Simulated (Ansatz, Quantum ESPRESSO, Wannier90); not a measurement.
# Ballistic channels from Wannier functions: straight Ag chain, spacing 2.47 Å, part 3 of 5

How many channels does the wire offer, and does a small Wannier basis get them right? The wire: straight Ag chain, spacing 2.47 Å.

Quantum ESPRESSO 7.5 and Wannier90 3.1.0; plane-wave DFT, PBEsol, GBRV ultrasoft pseudopotentials; cross-check by Ansatz 0.2.0 with PAW datasets.

So far. Step 2 (Ground state): The run needed 12 iterations to bring the estimated error under 1e-07 Ry.

### Step 6. Localisation, bands and conductance

Level of this step: maximally localised Wannier functions and ballistic conductance; plane-wave DFT, PBEsol, GBRV ultrasoft pseudopotentials (Wannier90).

After disentangling and localising, transport_mode = bulk builds principal layers from hoppings within dist_cutoff and counts open channels.

Input file wan.win:

```
num_wann = 6
num_bands = 21
num_iter = 200
num_print_cycles = 20
conv_tol = 1e-8
conv_window = 5
guiding_centres = true
dis_num_iter = 1500
dis_conv_tol = 1e-8
dis_win_min = -13.8669
dis_win_max = 6.1331
dis_froz_max = -1.3669
search_shells = 120
fermi_energy = -2.8669

transport = true
transport_mode = bulk
one_dim_axis = z
dist_cutoff = 17.22
dist_cutoff_mode = one_dim
tran_win_min = -4.0
tran_win_max = 2.0
tran_energy_step = 0.02

bands_plot = true
bands_num_points = 96
begin kpoint_path
G 0.0 0.0 0.0 Z 0.0 0.0 0.5
end kpoint_path

begin projections
Ag:s;d
end projections

begin unit_cell_cart
ang
  8.0000000000 0.0000000000 0.0000000000
  0.0000000000 8.0000000000 0.0000000000
  0.0000000000 0.0000000000 2.4738000000
end unit_cell_cart

begin atoms_frac
  Ag 0.0000000000 0.0000000000 0.0000000000
end atoms_frac

mp_grid = 1 1 14
begin kpoints
  0.0 0.0 0.0000000000
  0.0 0.0 0.0714285714
  0.0 0.0 0.1428571429
  0.0 0.0 0.2142857143
  0.0 0.0 0.2857142857
  0.0 0.0 0.3571428571
  0.0 0.0 0.4285714286
  0.0 0.0 0.5000000000
  0.0 0.0 0.5714285714
  0.0 0.0 0.6428571429
  0.0 0.0 0.7142857143
  0.0 0.0 0.7857142857
  0.0 0.0 0.8571428571
  0.0 0.0 0.9285714286
end kpoints
```

The run is started by

```sh
> OMP_NUM_THREADS=1 wannier90.x wan > wan.run.log
```

Log:

```text
[banner, memory and clock lines left out]
+---------------------------------------------------+
             |                                                   |
             |                   WANNIER90                       |
             |                                                   |
             +---------------------------------------------------+
             |                                                   |
             |        Welcome to the Maximally-Localized         |
             |        Generalized Wannier Functions code         |
             |                             |
             |                                                   |
             |                                                   |
             |  Wannier90 Developer Group:                       |
             |    Giovanni Pizzi    (EPFL)                       |
             |    Valerio Vitale    (Cambridge)                  |
             |    David Vanderbilt  (Rutgers University)         |
             |    Nicola Marzari    (EPFL)                       |
             |    Ivo Souza         (Universidad del Pais Vasco) |
             |    Arash A. Mostofi  (Imperial College London)    |
             |    Jonathan R. Yates (University of Oxford)       |
             |                                                   |
             |  For the full list of Wannier90 3.x authors,      |
             |  please check the code documentation and the      |
             |  README on the GitHub page of the code            |
             |                                                   |
             |                                                   |
             |                                                   |
             |  [ref] "Wannier90 as a community code:            |
             |        new features and applications",            |
             |        165902 (2020).                             |
             |            |
             |                                                   |
             |  in any publications arising from the use of      |
             |                                                   |
             |  [ref] "Maximally Localized Generalised Wannier   |
             |         Functions for Composite Energy Bands"     |
             |         N. Marzari and D. Vanderbilt              |
             |         Phys. Rev. B 56 12847 (1997)              |
             |                                                   |
             |  [ref] "Maximally Localized Wannier Functions     |
             |         for Entangled Energy Bands"               |
             |         I. Souza, N. Marzari and D. Vanderbilt    |
             |         Phys. Rev. B 65 035109 (2001)             |
             |                                                   |
             |                                                   |
             | Copyright (c) 1996-2020                           |
             |        The Wannier90 Developer Group and          |
             |        individual contributors                    |
             |                                                   |
             |      Release: 3.1.0        5th March    2020      |
             |                                                   |
             | This program is free software; you can            |
             | redistribute it and/or modify it under the terms  |
             | of the GNU General Public License as published by |
             | the Free Software Foundation; either version 2 of |
             | the License, or (at your option) any later version|
             |                                                   |
             | This program is distributed in the hope that it   |
             | will be useful, but WITHOUT ANY WARRANTY; without |
             | even the implied warranty of MERCHANTABILITY or   |
             | FITNESS FOR A PARTICULAR PURPOSE. See the GNU     |
             | General Public License for more details.          |
             |                                                   |
             | You should have received a copy of the GNU General|
             | Public License along with this program; if not,   |
             | write to the Free Software Foundation, Inc.,      |
             | 675 Mass Ave, Cambridge, MA 02139, USA.           |
             |                                                   |
             +---------------------------------------------------+
[date or host left out]
             +---------------------------------------------------+

 ******************************************************************************
 * -> Using CODATA 2006 constant values                                       *
 *    (                      *
 * -> Using Bohr value from CODATA                                            *
 ******************************************************************************

 Running in serial (with parallel executable)

                                    ------
                                    SYSTEM
                                    ------

                              Lattice Vectors (Ang)
                    a_1     8.000000   0.000000   0.000000
                    a_2     0.000000   8.000000   0.000000
                    a_3     0.000000   0.000000   2.473800

                   Unit Cell Volume:     158.32320  (Ang^3)

                        Reciprocal-Space Vectors (Ang^-1)
                    b_1     0.785398   0.000000   0.000000
                    b_2     0.000000   0.785398   0.000000
                    b_3     0.000000   0.000000   2.539892

 *----------------------------------------------------------------------------*
 |   Site       Fractional Coordinate          Cartesian Coordinate (Ang)     |
 +----------------------------------------------------------------------------+
 | Ag   1   0.00000   0.00000   0.00000   |    0.00000   0.00000   0.00000    |
 *----------------------------------------------------------------------------*
                                ------------
                                K-POINT GRID
                                ------------

             Grid size =  1 x  1 x 14      Total points =   14

 *---------------------------------- MAIN ------------------------------------*
 |  Number of Wannier Functions               :                 6             |
 |  Number of Objective Wannier Functions     :                 6             |
 |  Number of input Bloch states              :                21             |
 |  Output verbosity (1=low, 5=high)          :                 1             |
[...]
WF centre and spread    4  (  0.000000,  0.000000,  0.000000 )     0.73484934
  WF centre and spread    5  ( -0.000000,  0.000000,  0.000000 )     0.63914972
  WF centre and spread    6  ( -0.000000, -0.000000, -0.000000 )     0.64698575
  Sum of centres and spreads ( -0.000000,  0.000000,  0.000000 )     6.88736008

      1    -0.559E-02     0.2144268222        6.8873600780       0.01  <-- CONV
        O_D=      0.0000000 O_OD=      0.2070582 O_TOT=      6.8873601 <-- SPRD
 Delta: O_D= -0.2894611E-15 O_OD= -0.5593962E-02 O_TOT= -0.5593962E-02 <-- DLTA
 Cycle:     20
  WF centre and spread    1  (  0.000000,  0.000000,  0.000000 )     3.32070748
  WF centre and spread    2  ( -0.000000,  0.000000,  0.000000 )     0.79968723
  WF centre and spread    3  (  0.000000, -0.000000, -0.000000 )     0.73484934
  WF centre and spread    4  (  0.000000, -0.000000,  0.000000 )     0.73484934
[...]
Sum of centres and spreads ( -0.000000,  0.000000,  0.000000 )     6.87622885

     20    -0.462E-04     0.0101337855        6.8762288530       0.01  <-- CONV
        O_D=      0.0000000 O_OD=      0.1959270 O_TOT=      6.8762289 <-- SPRD
 Delta: O_D=  0.3094015E-13 O_OD= -0.4624698E-04 O_TOT= -0.4624698E-04 <-- DLTA
 Cycle:     40
[...]
Sum of centres and spreads ( -0.000000,  0.000000,  0.000000 )     6.87610492

     40    -0.118E-05     0.0025163355        6.8761049190       0.02  <-- CONV
        O_D=      0.0000000 O_OD=      0.1958031 O_TOT=      6.8761049 <-- SPRD
 Delta: O_D=  0.1655789E-11 O_OD= -0.1176215E-05 O_TOT= -0.1176213E-05 <-- DLTA
 Cycle:     60
[...]
Sum of centres and spreads ( -0.000000,  0.000000,  0.000000 )     6.87608260

     60    -0.723E-06     0.0018274618        6.8760826027       0.03  <-- CONV
        O_D=      0.0000000 O_OD=      0.1957808 O_TOT=      6.8760826 <-- SPRD
 Delta: O_D=  0.1227038E-08 O_OD= -0.7244450E-06 O_TOT= -0.7232180E-06 <-- DLTA
 Cycle:     80
[...]
Sum of centres and spreads ( -0.000000,  0.000000,  0.000000 )     6.87607513

     80    -0.322E-06     0.0014940140        6.8760751265       0.04  <-- CONV
        O_D=      0.0000000 O_OD=      0.1957733 O_TOT=      6.8760751 <-- SPRD
 Delta: O_D=  0.4292138E-08 O_OD= -0.3259526E-06 O_TOT= -0.3216605E-06 <-- DLTA
 Cycle:    100
[...]
Sum of centres and spreads ( -0.000000,  0.000000,  0.000000 )     6.87607214

    100    -0.986E-07     0.0006761547        6.8760721421       0.05  <-- CONV
        O_D=      0.0000000 O_OD=      0.1957703 O_TOT=      6.8760721 <-- SPRD
 Delta: O_D=  0.6738579E-08 O_OD= -0.1053364E-06 O_TOT= -0.9859780E-07 <-- DLTA

 Writing checkpoint file wan.chk... done

 Cycle:    120
[...]
Sum of centres and spreads ( -0.000000,  0.000000,  0.000000 )     6.87607089

    120    -0.412E-07     0.0004423528        6.8760708877       0.06  <-- CONV
        O_D=      0.0000000 O_OD=      0.1957691 O_TOT=      6.8760709 <-- SPRD
 Delta: O_D=  0.1828931E-08 O_OD= -0.4304328E-07 O_TOT= -0.4121435E-07 <-- DLTA
 Cycle:    140
[...]
WF centre and spread    5  ( -0.000000,  0.000000,  0.000000 )     0.63914972
  WF centre and spread    6  ( -0.000000, -0.000000, -0.000000 )     0.64698575
  Sum of centres and spreads ( -0.000000,  0.000000,  0.000000 )     6.87607045

    140    -0.189E-07     0.0003626456        6.8760704484       0.07  <-- CONV
        O_D=      0.0000000 O_OD=      0.1957686 O_TOT=      6.8760704 <-- SPRD
 Delta: O_D=  0.2169943E-09 O_OD= -0.1909766E-07 O_TOT= -0.1888066E-07 <-- DLTA

             <<<     Delta < 1.000E-08  over  5 iterations     >>>
             <<< Wannierisation convergence criteria satisfied >>>

 Final State
  WF centre and spread    1  (  0.000000,  0.000000,  0.000000 )     3.30983609
  WF centre and spread    2  ( -0.000000,  0.000000,  0.000000 )     0.81040005
  WF centre and spread    3  (  0.000000, -0.000000, -0.000000 )     0.73484934
  WF centre and spread    4  (  0.000000, -0.000000,  0.000000 )     0.73484934
  WF centre and spread    5  ( -0.000000,  0.000000,  0.000000 )     0.63914972
  WF centre and spread    6  ( -0.000000, -0.000000, -0.000000 )     0.64698575
  Sum of centres and spreads ( -0.000000,  0.000000,  0.000000 )     6.87607028

         Spreads (Ang^2)       Omega I      =     6.680301834
        ================       Omega D      =     0.000000000
                               Omega OD     =     0.195768445
    Final Spread (Ang^2)       Omega Total  =     6.876070279
 Time for wannierise            0.068 (sec)

 Writing checkpoint file wan.chk... done

 *---------------------------------------------------------------------------*
 |                               PLOTTING                                    |
 *---------------------------------------------------------------------------*

 Translated centres
    translation centre in fractional coordinate:  0.000000  0.000000  0.000000
  WF centre     1  (  0.000000,  0.000000,  0.000000 )
  WF centre     2  ( -0.000000,  0.000000,  0.000000 )
  WF centre     3  (  0.000000, -0.000000, -0.000000 )
  WF centre     4  (  0.000000, -0.000000,  0.000000 )
  WF centre     5  ( -0.000000,  0.000000,  0.000000 )
  WF centre     6  ( -0.000000, -0.000000, -0.000000 )

 Calculating interpolated band-structure

 Time to calculate interpolated band structure       0.004 (sec)

 Time for plotting              0.007 (sec)

 *---------------------------------------------------------------------------*
 |                              TRANSPORT                                    |
 *---------------------------------------------------------------------------*

 Calculation of Quantum Conductance and DoS: bulk mode

 Maximum imaginary part of the real-space Hamiltonian:     0.000001

     Maximum real part of the real-space Hamiltonian at each lattice point
            Lattice point R           Max |H_ij(R)|
                  -8                     0.000000
                  -7                     0.000000
                  -6                     0.027401
                  -5                     0.081467
                  -4                     0.173601
                  -3                     0.313291
                  -2                     0.567670
                  -1                     1.637662
                   0                     5.992126
                   1                     1.637662
                   2                     0.567670
                   3                     0.313291
                   4                     0.173601
                   5                     0.081467
                   6                     0.027401
                   7                     0.000000
                   8                     0.000000

 Number of unit cells inside the principal layer:     6
 Number of Wannier Functions inside the principal layer:    36

 Calculating quantum conductance and density of states... done

 Time for transport             0.904 (sec)
 Total Execution Time           1.024 (sec)

 *===========================================================================*
 |                             TIMING INFORMATION                            |
 *===========================================================================*
 |    Tag                                                Ncalls      Time (s)|
 |---------------------------------------------------------------------------|
 |kmesh: get                                        :         1         0.012|
 |overlap: allocate                                 :         1         0.000|
 |overlap: read                                     :         1         0.021|
 |dis: main                                         :         1         0.006|
 |wann: main                                        :         1         0.068|
 |plot: main                                        :         1         0.007|
 |tran: main                                        :         1         0.904|
 *---------------------------------------------------------------------------*

 All done: wannier90 exiting
[key lines of the parts left out:]
|  Fermi energy (eV)                         :            -2.867             |
```

It took 1.5 s on 1 MPI rank of Arm Neoverse V2, shared host; peak memory 0.09 GiB.

Read from the output:

```
lead channels at the Fermi level, one spin                                        : 1.0000
total spread                                                                      : 6.876 Å²
gauge-invariant spread                                                            : 6.680 Å²
largest misfit to plane-wave levels between mesh points, inside the frozen window : 0.01997 eV
```

Per spin. The quantum conductance of the perfect wire, open channels by energy, zero at the Fermi level:

energy (eV), quantum conductance of the perfect wire, open channels and a bar from the least value:
```
  -4.0000       3.00 ###############
  -3.7600       3.00 ###############
  -3.5000       3.00 ###############
  -3.2600       3.00 ###############
  -3.0000       3.00 ###############
  -2.7600       5.00 ##############################
  -2.5000       5.00 ##############################
  -2.2600       3.00 ###############
  -2.0000       3.00 ###############
  -1.7600       3.00 ###############
  -1.5000       1.00 
  -1.2600       1.00 
  -1.0200       1.00 
  -0.7600       1.00 
  -0.5000       1.00 
  -0.2600       1.00 
   0.0000       1.00 
   0.2400       1.00 
   0.5000       1.00 
   0.7400       1.00 
   1.0000       1.00 
   1.2400       1.00 
   1.5000       1.00 
   1.7400       1.00 
   2.0000       1.00
```

Wannier functions:

| no. | x (Å) | y (Å) | z (Å) | spread (Å²) |
| --- | --- | --- | --- | --- |
| 1 | 0 | 0 | 0 | 3.31 |
| 2 | 0 | 0 | 0 | 0.8104 |
| 3 | 0 | 0 | 0 | 0.7348 |
| 4 | 0 | 0 | 0 | 0.7348 |
| 5 | 0 | 0 | 0 | 0.6391 |
| 6 | 0 | 0 | 0 | 0.647 |

The electronic bands at the labelled points (eV, zero at the Fermi level; # counts the bands kept):

| point | #2 | #3 | #4 | #5 | #6 |
| --- | --- | --- | --- | --- | --- |
| Γ | -2.93 | -2.93 | -1.64 | -1.64 | -1.28 |
| halfway | -3.06 | -3.06 | -2.69 | -2.69 | 0.00 |
| Z | -4.10 | -2.44 | -2.44 | -1.43 | 7.00 |

The electronic bands as a text plot (rows in eV):

```
    6.7 |                                                     ***
    6.2 |                                                   **
    5.7 |                                                  *
    5.2 |                                                 *
    4.7 |                                                *
    4.1 |                                              **
    3.6 |                                             *
    3.1 |                                           **
    2.6 |                                          *
    2.1 |                                         *
    1.6 |                                      ***
    1.0 |                                   ***
    0.5 |                               ****
    0.0 |                         ******
   -0.5 |                  *******
   -1.0 |******************
   -1.5 |********                                    ************
   -2.1 |        *********                    *******
   -2.6 |                ****************************************
   -3.1 |****************         *******
   -3.6 |                        ****    ***********
   -4.1 |                   *****                   *************
   -4.6 |             ******
   -5.2 |*************
         Γ                                                      Z
```

Bands and channels are those of the Wannier model: bands that were not projected, and all outside the frozen window, are missing or only approximate.

### Step 7. Neighbour list from wannier90 -pp, with dist_cutoff = 5.44

How much does a setting matter? One run is repeated with a change.

wan_w.win is the input of step 6 with these lines changed:

```diff
@@ -18,3 +18,3 @@
 one_dim_axis = z
-dist_cutoff = 17.22
+dist_cutoff = 5.44
 dist_cutoff_mode = one_dim
```

The run is started by

```sh
> OMP_NUM_THREADS=1 wannier90.x -pp wan_w > wan_w.pp.log
```

It took 0.47 s on 1 MPI rank; peak memory 0.09 GiB.

### Step 8. Overlaps and projections

The same post-processing, on the changed run.

Input file wan_w.p2w.in:

```
&inputpp
  prefix = 'nscf'
  outdir = './out'
  seedname = 'wan_w'
  write_mmn = .true.
  write_amn = .true.
  write_unk = .false.
/
```

The run is started by

```sh
> OMP_NUM_THREADS=1 mpirun -n 2 pw2wannier90.x -in wan_w.p2w.in > wan_w.p2w.out
```

Wall time 2.9 s (2 MPI ranks); peak memory 0.09 GiB.

(Continued in part 4 of 5.)

[Logs are printed without paths, hosts, clocks, repeated set-up lines and the standing remarks that a program may print on its own settings, such as how far it seeks lower states.]

[Hosts, paths, dates, database ids (printed as entryN), source tags and the programs' standing remarks are cut or masked in the printed files.]

[Maps of the electrostatic potential energy from Ansatz leave out the sawtooth potential of an applied field or a dipole correction, so their vacuum need not be flat; planar profiles and work functions include it.]
